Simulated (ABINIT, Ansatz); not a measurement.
# Quasiparticle gap of PNO (P3_2) in ABINIT, part 3 of 3

Aim: the G0W0 gap of PNO (P3_2) on LDA, step by step.

ABINIT 10.8.3; LDA and many-body steps on it, plane waves. Known limits of the many-body steps: not at the basis limit; coarse k mesh.

So far. Step 4 (Empty states on the mesh, 3×3×2 mesh, 212 bands): On this mesh the gap is 5.226 eV. The earlier step found 5.136 eV, so this mesh misses an edge. Step 5 (Screening, 3×3×2 mesh, 194 bands, screening to 176.9 eV): Local fields lower ε∞ by 10 %. On a Γ-centred mesh this coarse the value itself is usually too large, while a short band sum pulls it down.

## 6. Self-energy, 3×3×2 mesh, 194 bands, screening to 176.9 eV

The self-energy is evaluated for the states that the input lists, and the levels follow from it, in one-shot runs by the linearised quasiparticle equation.

This step: G0W0 on LDA, plane waves, norm-conserving pseudopotentials.

The input, run.abi:

```
acell 3*1.0 Angstrom
rprim 
  4.783611555019 -0.000000000004 0.000000000000
  -2.391805777506 4.142729128486 0.000000000000
  0.000000000000 0.000000000000 5.281207000000
ntypat 3
znucl 15 7 8
natom 9
typat 1 1 1 2 2 2 3 3 3
xred 
  0.985906000000 0.461916000000 0.328176000000
  0.538084000000 0.523990000000 0.994842666667
  0.476010000000 0.014094000000 0.661509333333
  0.388331000000 0.260582000000 0.782152000000
  0.872251000000 0.611669000000 0.115485333333
  0.739418000000 0.127749000000 0.448818666667
  0.146478000000 0.720287000000 0.556338000000
  0.279713000000 0.426191000000 0.223004666667
  0.573809000000 0.853522000000 0.889671333333
pp_dirpath "pseudos"
pseudos "P.upf, N.upf, O.upf"
ecut 36
ngkpt 3 3 2
nshiftk 1
shiftk 0 0 0
kptopt 1
chksymbreak 0
istwfk *1
occopt 1
irdwfk 1
optdriver 4
nband 194
gwcalctyp 0
ecutsigx 36
symsigma 1
nkptgw 3
kptgw 
  0.3333333333 0.3333333333 0.0000000000
  0.0000000000 0.0000000000 0.0000000000
  0.3333333333 0.0000000000 0.0000000000
bdgw 
  23 26
  23 27
  23 26
ecuteps 6.5
irdscr 1
ppmodel 1
indata_prefix "in"
outdata_prefix "out"
tmpdata_prefix "tmp"
```

Launch:

```sh
$ OMP_NUM_THREADS=1 mpirun -n 4 abinit run.abi > log
```

Numbers of over 12 decimals in the logs are rounded to 6 here.

Output:

```text
.Version 10.8.3 of ABINIT. v10.8.2 released Aug 2026.

 Symmetries : space group P3_2 (#145); Bravais hP (primitive hexag.)
[... echo of the input left out ...]
== DATASET  1 ==================================================================
-   mpi_nproc: 4, omp_nthreads: 1 (-1 if OMP is not activated)

--- !DatasetInfo
iteration_state: {dtset: 1, }
dimensions: {natom: 9, nkpt: 6, mband: 194, nsppol: 1, nspinor: 1, nspden: 1, mpw: 7302, }
cutoff_energies: {ecut:  36.0, pawecutdg:  -1.0, }
electrons: {nelect:   4.80000000E+01, charge:   0.00000000E+00, occopt:   1.00000000E+00, tsmear:   1.00000000E-02, }

 SIGMA: Calculation of the GW corrections

 Based on a program developped by R.W. Godby, V. Olevano, G. Onida, and L. Reining.
 Incorporated in ABINIT by V. Olevano, G.-M. Rignanese, and M. Torrent.
.Using double precision arithmetic ; gwpc =  8

[... cell and pseudopotentials left out ...]
--------------------------------------------------------------------------------

 ==== K-mesh for the wavefunctions ====
 Number of points in the irreducible wedge :     6
[... list of points left out ...]
 Together with  3 symmetry operations and time-reversal symmetry
 yields    18 points in the full Brillouin Zone.

 ==== Q-mesh for screening function ====
 Number of points in the irreducible wedge :     6
[... list of points left out ...]
 Together with  3 symmetry operations and time-reversal symmetry
 yields    18 points in the full Brillouin Zone.

 vcoul_init : cutoff-mode = AUXILIARY_FUNCTION
 q-points for optical limit:   1
     1)      0.000010    0.000020    0.000030
 setmesh: FFT mesh size selected  =    45x   45x   54
          total number of points  =       109350

 Number of electrons calculated from density =   48.0000; Expected =   48.0000
 average of density, n =  0.067962
 r_s =    1.5201
 omega_plasma =   25.1472 [eV]

 === KS Band Gaps ===
  >>>> For spin  1
   Minimum direct gap =   5.4221 [eV], located at k-point      :   0.3333  0.0000  0.0000
   Fundamental gap    =   5.2258 [eV], Top of valence bands at :   0.3333  0.3333  0.0000
                                       Bottom of conduction at :   0.0000  0.0000  0.0000
 SIGMA fundamental parameters:
 PLASMON POLE MODEL  1
 number of plane-waves for SigmaX                 7275
 number of plane-waves for SigmaC and W            563
 number of plane-waves for wavefunctions          7275
 number of bands                                   194
 number of independent spin polarizations            1
 number of spinorial components                      1
 number of k-points in IBZ                           6
 number of q-points in IBZ                           6
 number of symmetry operations                       3
 number of k-points in BZ                           18
 number of q-points in BZ                           18
 number of frequencies for dSigma/dE                 9
 frequency step for dSigma/dE [eV]                0.25
 number of omega for Sigma on real axis              0
 max omega for Sigma on real axis  [eV]           0.00
 zcut for avoiding poles [eV]                     0.10

 EPSILON^-1 parameters (SCR file):
 dimension of the eps^-1 matrix on file            563
 dimension of the eps^-1 matrix used               563
 number of plane-waves for wavefunctions          7275
 number of bands                                   194
 number of q-points in IBZ                           6
 number of frequencies                               2
 number of real frequencies                          1
 number of imag frequencies                          1

 matrix elements of self-energy operator (all in [eV])

 Perturbative Calculation

--- !SelfEnergy_ee
iteration_state: {dtset: 1, }
kpoint     : [   0.333,    0.333,    0.000, ]
spin       : 1
KS_gap     :    6.251
QP_gap     :    8.652
Delta_QP_KS:    2.401
data: !SigmaeeData |
     Band     E0 <VxcDFT>   SigX SigC(E0)      Z dSigC/dE  Sig(E)    E-E0       E
       23   2.668 -17.324 -21.628   3.321   0.805  -0.243 -18.115  -0.791   1.877
       24   2.713 -16.940 -21.057   3.144   0.805  -0.243 -17.723  -0.783   1.929
       25   8.964 -14.766  -8.774  -4.029   0.824  -0.214 -13.149   1.618  10.581
       26   9.203 -13.874  -7.996  -4.052   0.826  -0.211 -12.366   1.508  10.711

--- !SelfEnergy_ee
iteration_state: {dtset: 1, }
kpoint     : [   0.000,    0.000,    0.000, ]
spin       : 1
KS_gap     :    5.716
QP_gap     :    8.073
Delta_QP_KS:    2.357
data: !SigmaeeData |
     Band     E0 <VxcDFT>   SigX SigC(E0)      Z dSigC/dE  Sig(E)    E-E0       E
       23   2.223 -16.495 -20.751   3.197   0.806  -0.240 -17.349  -0.855   1.368
       24   2.223 -16.495 -20.751   3.197   0.806  -0.240 -17.349  -0.855   1.368
       25   7.938 -15.426  -9.651  -3.950   0.823  -0.215 -13.924   1.502   9.441
       26   8.357 -13.270  -7.801  -3.793   0.832  -0.202 -11.875   1.395   9.752
       27   8.357 -13.270  -7.801  -3.793   0.832  -0.202 -11.875   1.395   9.752

--- !SelfEnergy_ee
iteration_state: {dtset: 1, }
kpoint     : [   0.333,    0.000,    0.000, ]
spin       : 1
KS_gap     :    5.422
QP_gap     :    7.728
Delta_QP_KS:    2.306
data: !SigmaeeData |
     Band     E0 <VxcDFT>   SigX SigC(E0)      Z dSigC/dE  Sig(E)    E-E0       E
       23   2.481 -16.947 -21.236   3.269   0.805  -0.243 -17.768  -0.821   1.659
       24   2.692 -17.080 -21.272   3.212   0.805  -0.242 -17.870  -0.790   1.902
       25   8.114 -14.339  -8.560  -3.946   0.828  -0.208 -12.822   1.516   9.630
       26   8.586 -13.264  -7.556  -3.972   0.832  -0.202 -11.819   1.445  10.031

== END DATASET(S) ==============================================================
================================================================================

 -outvars: echo values of variables after computation  --------
           etotal      0.0000000000E+00
            nband         194
             nkpt           6
          spgroup         145
 [... the other variables as echoed above ...]

 Calculation completed.
```

Elapsed: 88 s, on 4 MPI ranks of Intel Xeon Platinum 8559C (Emerald Rapids), shared host; peak memory 1.8 GiB.

Numbers from this step:

```
G0W0 gap on the points computed              : 7.512 eV
starting gap on the mesh                     : 5.226 eV
k of the valence top                         : 0.3333, 0.3333, 0
k of the conduction bottom                   : 0, 0, 0
Z at the valence top                         : 0.805
Z at the conduction bottom                   : 0.823
least direct G0W0 gap on the computed points : 7.728 eV
```

The gap on the mesh goes from 5.23 eV to 7.51 eV, a correction of +2.29 eV. The start differs from the 5.14 eV found before because the two sample other k points.

Limits: finite bands, cutoff and mesh; coarse k mesh. v1 is the top filled band, c1 the lowest empty one. Levels before and after the correction, in eV, zero at the valence-band top of each column:

```csv
,conduction bottom,valence top
Kohn-Sham,5.23,0.00
G0W0,7.51,0.00
```

```csv
,level,energy (eV)
Kohn-Sham,(0.333 0.333 0) v2,-0.045
Kohn-Sham,(0.333 0.333 0) v1,0.000
Kohn-Sham,(0.333 0.333 0) c1,6.251
Kohn-Sham,(0.333 0.333 0) c2,6.490
Kohn-Sham,Γ v2-v1,-0.490
Kohn-Sham,Γ c1,5.226
Kohn-Sham,Γ c2-c3,5.644
G0W0,(0.333 0.333 0) v2,-0.052
G0W0,(0.333 0.333 0) v1,0.000
G0W0,(0.333 0.333 0) c1,8.652
G0W0,(0.333 0.333 0) c2,8.782
G0W0,Γ v2-v1,-0.561
G0W0,Γ c1,7.512
G0W0,Γ c2-c3,7.823
```

## 7. Where the time went

Times are wall times on 4 MPI ranks of Intel Xeon Platinum 8559C (Emerald Rapids), shared host, good to a factor of about two.

```csv
step,time,share,memory (GiB)
ground state,1.9 min,21 %,0.5
bands along the symmetry lines,73 s,13 %,0.47
empty states on the mesh,2.2 min,24 %,0.51
screening,2.4 min,26 %,1.9
self-energy,88 s,16 %,1.8
```

## 8. What came out

```json
{
  "LDA gap": "5.14 eV, indirect",
  "G0W0 gap on the mesh": "7.51 eV",
  "G0W0 gap over the zone (rigid shift)": "7.42 eV",
  "GW settings": "3×3×2 mesh, 194 bands, screening to 176.9 eV, Godby-Needs plasmon pole",
  "known limits": "not at the basis limit; coarse k mesh"
}
```

In words: G0W0 moves the gap on the mesh from 5.23 eV to 7.51 eV (+2.29 eV), with Z of 0.81 and 0.82 at the edges. The mesh misses the band edges by 0.09 eV in all; a rigid shift gives 7.42 eV for the zone. Local fields lower the RPA ε∞ on this mesh from 3.68 to 3.30; a Γ-centred mesh this coarse tends to raise both, most where the direct gap is narrow, while a short band sum lowers them. Only 3 of the mesh's irreducible points were corrected, so a valley elsewhere could overtake. Bands and cutoff are finite, so the gap is not at the basis limit. The miss can reach some tenths of an eV and take either sign; the mesh is an error of its own. In the G0W0 run levels were corrected at 3 k points alone, so a gap called «on the mesh» is the least over those, and an edge elsewhere would be missed. A denser mesh or path gives a starting gap of 5.14 eV: the GW mesh misses a band edge, so its gaps are not the fundamental one. The 3×3×2 mesh is coarse for this cell, which bears on the long-range parts of exchange and screening.

[Paths, hosts, dates, memory and timing lines, banners, echoed tables and standing remarks are left out of the program output.]

[Logs are printed without paths, hosts, clocks, repeated set-up lines and the standing remarks that a program may print on its own settings, such as how far it seeks lower states.]

[Runs of the session that timed out or met a known fault of the program may be left out.]

[Hosts, paths, dates, database ids (printed as entryN), source tags and the programs' standing remarks are cut or masked in the printed files.]

[G0W0 gaps are taken among the corrected bands and points alone; a level outside them can change the order at an edge.]

[Where Ansatz stands beside ABINIT at settings called matched, ABINIT's density can come from a denser mesh and the files from another edition; pairs whose starting gaps differed by over 0.03 eV were left out, so agreement reads better than it is.]
